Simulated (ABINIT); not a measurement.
# TlBiSe3 (Pm-3m): zone-centre phonons

Which modes does TlBiSe3 (Pm-3m) have at the zone centre?

Program: ABINIT 10.8.3. Level of theory: DFT LDA, scalar-relativistic, plane waves, HGH norm-conserving pseudopotentials. Results are calculated unless marked as measured.

This is a report of a sequence of runs, with most program output left out.

The structure was built from a prototype and need not be the compound's stable phase.

### Step 1. The starting structure

Symmetry: Pm-3m, No. 221, cubic system. The conventional cell has a = 5.370 Å, b = 5.370 Å, c = 5.370 Å, α = 90.00°, β = 90.00°, γ = 90.00°. Tl has 12 Se at 3.80 Å nearest. Nearest to Bi lie 6 Se at 2.69 Å. Nearest to Se lie 2 Bi at 2.69 Å. Farther neighbours and most contacts between anions are not listed.

### Step 2. A probe with smearing

A first run with smearing and empty bands tells whether the crystal has a gap, which decides between fixed occupations and smearing later on.

The input, probe.abi:

```
# ground state
tolvrs 1.0d-08
prtden 1
prtwf 1

# basis, mesh and filling
ecut 20.0
ixc 7
ngkpt 4 4 4
nshiftk 1
shiftk 0.0 0.0 0.0
istwfk *1
occopt 7
tsmear 0.005
nband 20
nstep 100
diemac 9.0
prtebands 0
prtgsr 0

# cell and atoms
acell 10.14858518 10.14858518 10.14858518
rprim 
    1.0 0.0 0.0
    0.0 1.0 0.0
    0.0 0.0 1.0
ntypat 3
znucl 81 83 34
natom 5
typat 1 2 3 3 3
xred 
    0.0 0.0 0.0
    0.5 0.5 0.5
    0.5 0.5 0.0
    0.5 0.0 0.5
    0.0 0.5 0.5
pp_dirpath "./pseudo"
pseudos "Tl.hgh, Bi.hgh, Se.hgh"
```

On the command line:

```console
OMP_NUM_THREADS=1 mpirun -n 4 abinit probe.abi > probe.log
```

Wall time 9.8 s (4 MPI ranks of Arm Neoverse V2, shared host); 39 s of CPU time.

Numbers from this step:

```
volume per atom   : 30.98 Å³
pressure          : -0.3512 GPa
gap on the k-mesh : 0 eV
```

No gap opens on this mesh, so smearing is kept; the printed pressure holds the stress of the finite basis too.

### Step 3. Rough relaxation

The typed start is rough, so a first relaxation with smearing and loose thresholds takes it towards rest cheaply.

The input, prerelax.abi:

```
# relaxation
ionmov 2
optcell 2
dilatmx 1.15
chkdilatmx 0
ntime 40
tolmxf 3.0d-04
tolvrs 1.0d-10
prtwf 0
prtden 0
chksymtnons 0

# basis, mesh and filling
ecut 21.0
ecutsm 3.0
ixc 7
ngkpt 4 4 4
nshiftk 1
shiftk 0.0 0.0 0.0
istwfk *1
occopt 7
tsmear 0.005
nband 20
nstep 100
diemac 1000000.0
prtebands 0
prtgsr 0

# cell and atoms
acell 10.14858518 10.14858518 10.14858518
rprim 
    1.0 0.0 0.0
    0.0 1.0 0.0
    0.0 0.0 1.0
ntypat 3
znucl 81 83 34
natom 5
typat 1 2 3 3 3
xred 
    0.0 0.0 0.0
    0.5 0.5 0.5
    0.5 0.5 0.0
    0.5 0.0 0.5
    0.0 0.5 0.5
pp_dirpath "./pseudo"
pseudos "Tl.hgh, Bi.hgh, Se.hgh"
```

On the command line:

```console
OMP_NUM_THREADS=1 mpirun -n 4 abinit prerelax.abi > prerelax.log
```

It took 40 s on 4 MPI ranks.

Relaxation path:

```csv
step,energy less that of the first step (eV),largest force (eV/Å),volume (Å³)
1,0.0000,0.0000,154.89
2,-0.0006,0.0000,155.12
3,-0.0030,0.0000,156.90
```

```
conventional cell, symmetrised  before  after  change
                         a (Å)   5.370  5.394  +0.4 %
                         b (Å)   5.370  5.394  +0.4 %
                         c (Å)   5.370  5.394  +0.4 %
              volume (Å³/atom)   30.98  31.38  +1.3 %
```

The relaxed structure:

```xyz
5
Lattice="5.3936 0.0000 0.0000 0.0000 5.3936 0.0000 0.0000 0.0000 5.3936" Properties=species:S:1:pos:R:3 pbc="T T T"
Tl    0.0000    0.0000    0.0000
Bi    2.6968    2.6968    2.6968
Se    2.6968    2.6968    0.0000
Se    2.6968    0.0000    2.6968
Se    0.0000    2.6968    2.6968
```

Read from the output:

| Quantity | Value |
| --- | --- |
| volume per atom | 31.38 Å³ |
| pressure | 0.008586 GPa |

The volume changes by +1.3 % in this run and stands +1.3 % from the first cell.

### Step 4. Relaxation

The harmonic expansion needs vanishing forces, and a free crystal bears no stress, so cell and atoms are brought to rest. Stress is more sensitive to the basis than forces are: the last 3 Ha under the cutoff are smoothed with ecutsm, and the cutoff is raised above that of the later runs.

The input, relax.abi:

```
# relaxation
ionmov 2
optcell 2
dilatmx 1.08
ntime 40
tolmxf 1.0d-05
tolvrs 1.0d-14
prtwf 0
prtden 0
chksymtnons 0

# basis, mesh and filling
ecut 26.0
ecutsm 3.0
ixc 7
ngkpt 4 4 4
nshiftk 1
shiftk 0.0 0.0 0.0
istwfk *1
occopt 7
tsmear 0.01
nband 20
nstep 100
diemac 1000000.0
prtebands 0
prtgsr 0

# cell and atoms
acell 10.19233826 10.19233826 10.19233826
rprim 
    1.0 0.0 0.0
    0.0 1.0 0.0
    0.0 0.0 1.0
ntypat 3
znucl 81 83 34
natom 5
typat 1 2 3 3 3
xred 
    0.0 0.0 0.0
    0.5 0.5 0.5
    0.5 0.5 0.0
    0.5 0.0 0.5
    0.0 0.5 0.5
pp_dirpath "./pseudo"
pseudos "Tl.hgh, Bi.hgh, Se.hgh"
```

On the command line:

```console
OMP_NUM_THREADS=1 mpirun -n 4 abinit relax.abi > relax.log
```

Wall time 56 s (4 MPI ranks); 3.7 min of CPU time.

The steps of the relaxation:

```
step  energy less that of the first step (eV)  largest force (eV/Å)  volume (Å³)
   1                                   0.0000                0.0000       156.90
   2                                  -0.0002                0.0000       157.01
   3                                  -0.0007                0.0000       157.90
```

```csv
"conventional cell, symmetrised",before,after,change
a (Å),5.394,5.405,+0.2 %
b (Å),5.394,5.405,+0.2 %
c (Å),5.394,5.405,+0.2 %
volume (Å³/atom),31.38,31.58,+0.6 %
```

Final coordinates:

```xyz
5
Lattice="5.4049 0.0000 0.0000 0.0000 5.4049 0.0000 0.0000 0.0000 5.4049" Properties=species:S:1:pos:R:3 pbc="T T T"
Tl    0.0000    0.0000    0.0000
Bi    2.7025    2.7025    2.7025
Se    2.7025    2.7025    0.0000
Se    2.7025    0.0000    2.7025
Se    0.0000    2.7025    2.7025
```

Read from the output:

| Quantity | Value |
| --- | --- |
| volume per atom | 31.58 Å³ |
| pressure | 0.001592 GPa |

The volume changes by +0.6 % in this run and stands +1.9 % from the first cell.

### Step 5. Ground state

First-order wavefunctions inherit every error of the ground state, hence the very tight tolvrs. Smearing stays on, as the first look found no gap above 0.3 eV.

The input, gs.abi:

```
# ground state
tolvrs 1.0d-16
prtden 1
prtwf 1

# basis, mesh and filling
ecut 20.0
ixc 7
ngkpt 4 4 4
nshiftk 1
shiftk 0.0 0.0 0.0
istwfk *1
occopt 7
tsmear 0.01
nband 20
nstep 100
diemac 1000000.0
prtebands 0
prtgsr 0

# cell and atoms
acell 10.21385673 10.21385673 10.21385673
rprim 
    1.0 0.0 0.0
    0.0 1.0 0.0
    0.0 0.0 1.0
ntypat 3
znucl 81 83 34
natom 5
typat 1 2 3 3 3
xred 
    0.0 0.0 0.0
    0.5 0.5 0.5
    0.5 0.5 0.0
    0.5 0.0 0.5
    0.0 0.5 0.5
pp_dirpath "./pseudo"
pseudos "Tl.hgh, Bi.hgh, Se.hgh"
```

On the command line:

```console
OMP_NUM_THREADS=1 mpirun -n 4 abinit gs.abi > gs.log
```

Run time: 14 s. Hardware: 4 MPI ranks.

Read from the output:

| Property | Result |
| --- | --- |
| pressure | -0.7847 GPa |

The cell stands at -0.78 GPa: the relaxation ran with a smoothed and higher cutoff, and the difference is a stress of the finite basis.

### Step 6. Linear response at Γ

At q = 0 one unit cell holds all displacements. The response is solved for single atoms along the cell's directions, and symmetry skips those that follow from others. The crystal is treated as a metal, which screens a static field, so no field response is asked.

The input, dfpt_gamma.abi:

```

# common to the responses
getwfk_filepath "gso_WFK"
kptopt 2
nqpt 1
qpt 0.0 0.0 0.0
asr 0
chneut 0

# displacements
rfphon 1
rfatpol 1 5
rfdir 1 1 1
tolvrs 1.0d-10
prtwf 0

# basis, mesh and filling
ecut 20.0
ixc 7
ngkpt 4 4 4
nshiftk 1
shiftk 0.0 0.0 0.0
istwfk *1
occopt 7
tsmear 0.01
nband 20
nstep 100
diemac 1000000.0
prtebands 0
prtgsr 0

# cell and atoms
acell 10.21385673 10.21385673 10.21385673
rprim 
    1.0 0.0 0.0
    0.0 1.0 0.0
    0.0 0.0 1.0
ntypat 3
znucl 81 83 34
natom 5
typat 1 2 3 3 3
xred 
    0.0 0.0 0.0
    0.5 0.5 0.5
    0.5 0.5 0.0
    0.5 0.0 0.5
    0.0 0.5 0.5
pp_dirpath "./pseudo"
pseudos "Tl.hgh, Bi.hgh, Se.hgh"
```

On the command line:

```console
OMP_NUM_THREADS=1 mpirun -n 4 abinit dfpt_gamma.abi > dfpt_gamma.log
```

Run time: 87 s. Hardware: 4 MPI ranks.

This step gave:

| Property | Result |
| --- | --- |
| largest acoustic frequency at the zone centre before the sum rule | -1.81 cm⁻¹ |
| highest optical zone-centre mode (no LO-TO term) | 140.8 cm⁻¹ |
| lowest optical zone-centre mode | -85.45 cm⁻¹ |

The acoustic modes at Γ come out as far as 1.8 cm⁻¹ from zero, where they should vanish, a small numerical error. The lowest optical mode is imaginary, 85i cm⁻¹, an instability at this level and on this k mesh.

### Step 7. Modes with the sum rule

anaddb reads the merged derivatives and imposes the acoustic sum rule.

The input, anaddb.abi:

```
ddb_filepath "gamma_DDB"
output_file "anaddb.abo"
outdata_prefix "anaddb"
asr 1
chneut 1
enunit 2
eivec 1
nph1l 1
qph1l 0.0 0.0 0.0 1.0
```

The input, mrgddb.in:

```
gamma_DDB
merged
2
dfpt_gammao_DDB
gso_DDB
```

On the command line:

```console
mrgddb < mrgddb.in > mrgddb.log
OMP_NUM_THREADS=1 anaddb anaddb.abi > anaddb.log
```

Elapsed: 0.51 s, on 1 thread.

Numbers from this step:

```yaml
lowest_optical_zone_centre_mode: -85.38 cm⁻¹
```

No LO-TO term; unit eigenvectors of the mass-weighted matrix, from anaddb's displacements. The modes at Γ (shares of kinetic energy by element, %) (negative means imaginary):

| mode | frequency (cm⁻¹) | symmetry | Tl % | Bi % | Se % |
| --- | --- | --- | --- | --- | --- |
| 1 | -85.4 | T1u | 4 | 24 | 73 |
| 2 | -85.4 | T1u | 4 | 24 | 73 |
| 3 | -85.4 | T1u | 4 | 24 | 73 |
| 4 | -79.9 | T2u | 0 | 0 | 100 |
| 5 | -79.9 | T2u | 0 | 0 | 100 |
| 6 | -79.9 | T2u | 0 | 0 | 100 |
| 7 | -31.4 | T1u | 65 | 27 | 8 |
| 8 | -31.4 | T1u | 65 | 27 | 8 |
| 9 | -31.4 | T1u | 65 | 27 | 8 |
| 10 | 0.0 | acoustic | 31 | 32 | 36 |
| 11 | 0.0 | acoustic | 31 | 32 | 36 |
| 12 | 0.0 | acoustic | 31 | 32 | 36 |
| 13 | 140.8 | T1u | 0 | 17 | 83 |
| 14 | 140.8 | T1u | 0 | 17 | 83 |
| 15 | 140.8 | T1u | 0 | 17 | 83 |

Displacements in mode 3 (-85.4 cm⁻¹), the largest set to 1:
```
Tl1  0.20  0.00  0.00
Bi2  0.50  0.00  0.00
Se3 -1.00  0.00  0.00
Se4 -1.00  0.00  0.00
Se5  0.16  0.00  0.00
```

Displacements in mode 15 (140.8 cm⁻¹), the largest set to 1:
```
Tl1  0.01  0.00  0.00
Bi2  0.28  0.00  0.00
Se3  0.11  0.00  0.00
Se4  0.11  0.00  0.00
Se5 -1.00  0.00  0.00
```

The rule moves no optical mode by more than 0.2 cm⁻¹.

### Step 8. Sum rules set otherwise (asr 0)

Without the rule the raw error of the acoustic modes shows.

Edit anaddb.abi of step 7 so:

```diff
@@ -3,4 +3,4 @@
 outdata_prefix "anaddb"
-asr 1
-chneut 1
+asr 0
+chneut 0
 enunit 2
```

mrgddb.in is that of step 7.

The job ended after 0.51 s (1 thread).

This step gave:

- lowest optical zone-centre mode: -85.45 cm⁻¹

Zone-centre frequencies as printed; negative means imaginary. Modes:

```csv
mode,frequency (cm⁻¹)
1,-85.45
2,-85.45
3,-85.45
4,-80.05
5,-80.05
6,-80.05
7,-31.42
8,-31.42
9,-31.42
10,-1.81
11,-1.81
12,-1.81
13,140.8
14,140.8
15,140.8
```

### Step 9. Summary of results

```yaml
space_group_after_relaxation: Pm-3m
volume_per_atom: 31.6 Å³
highest_optical_zone_centre_mode_no_lo_to_term: 140.8 cm⁻¹
lowest_optical_zone_centre_mode: -85.4 cm⁻¹
imaginary_optical_modes_at_the_zone_centre_no_q_mesh_in_this_session: yes
```

What this shows: At the LDA level the optical modes of TlBiSe3 (Pm-3m) at the zone centre run from 85i to 141 cm⁻¹, so the structure is a saddle point, with 9 modes beyond 10i cm⁻¹ there. The base run prints -0.78 GPa, mostly the error of a finite basis; the relaxation, with a smoothed and higher cutoff, had brought the cell to rest. These are harmonic frequencies at zero temperature: anharmonic shifts and linewidths and thermal expansion are left out. Spin-orbit coupling is left out, which can matter for the heavy elements here. The HGH files keep few electrons and have no core correction, which is cheap but rough for Bi and Tl. In a metal the frequencies hang on the k mesh and the smearing, most of all near Kohn anomalies. The structure is a hypothetical one, built on a prototype.

[Host names and launcher messages were left out of these logs when they were recorded.]

[Logs are printed without paths, hosts, clocks, repeated set-up lines and the standing remarks that a program may print on its own settings, such as how far it seeks lower states.]

[Hosts, paths, dates, database ids (printed as entryN), source tags and the programs' standing remarks are cut or masked in the printed files.]
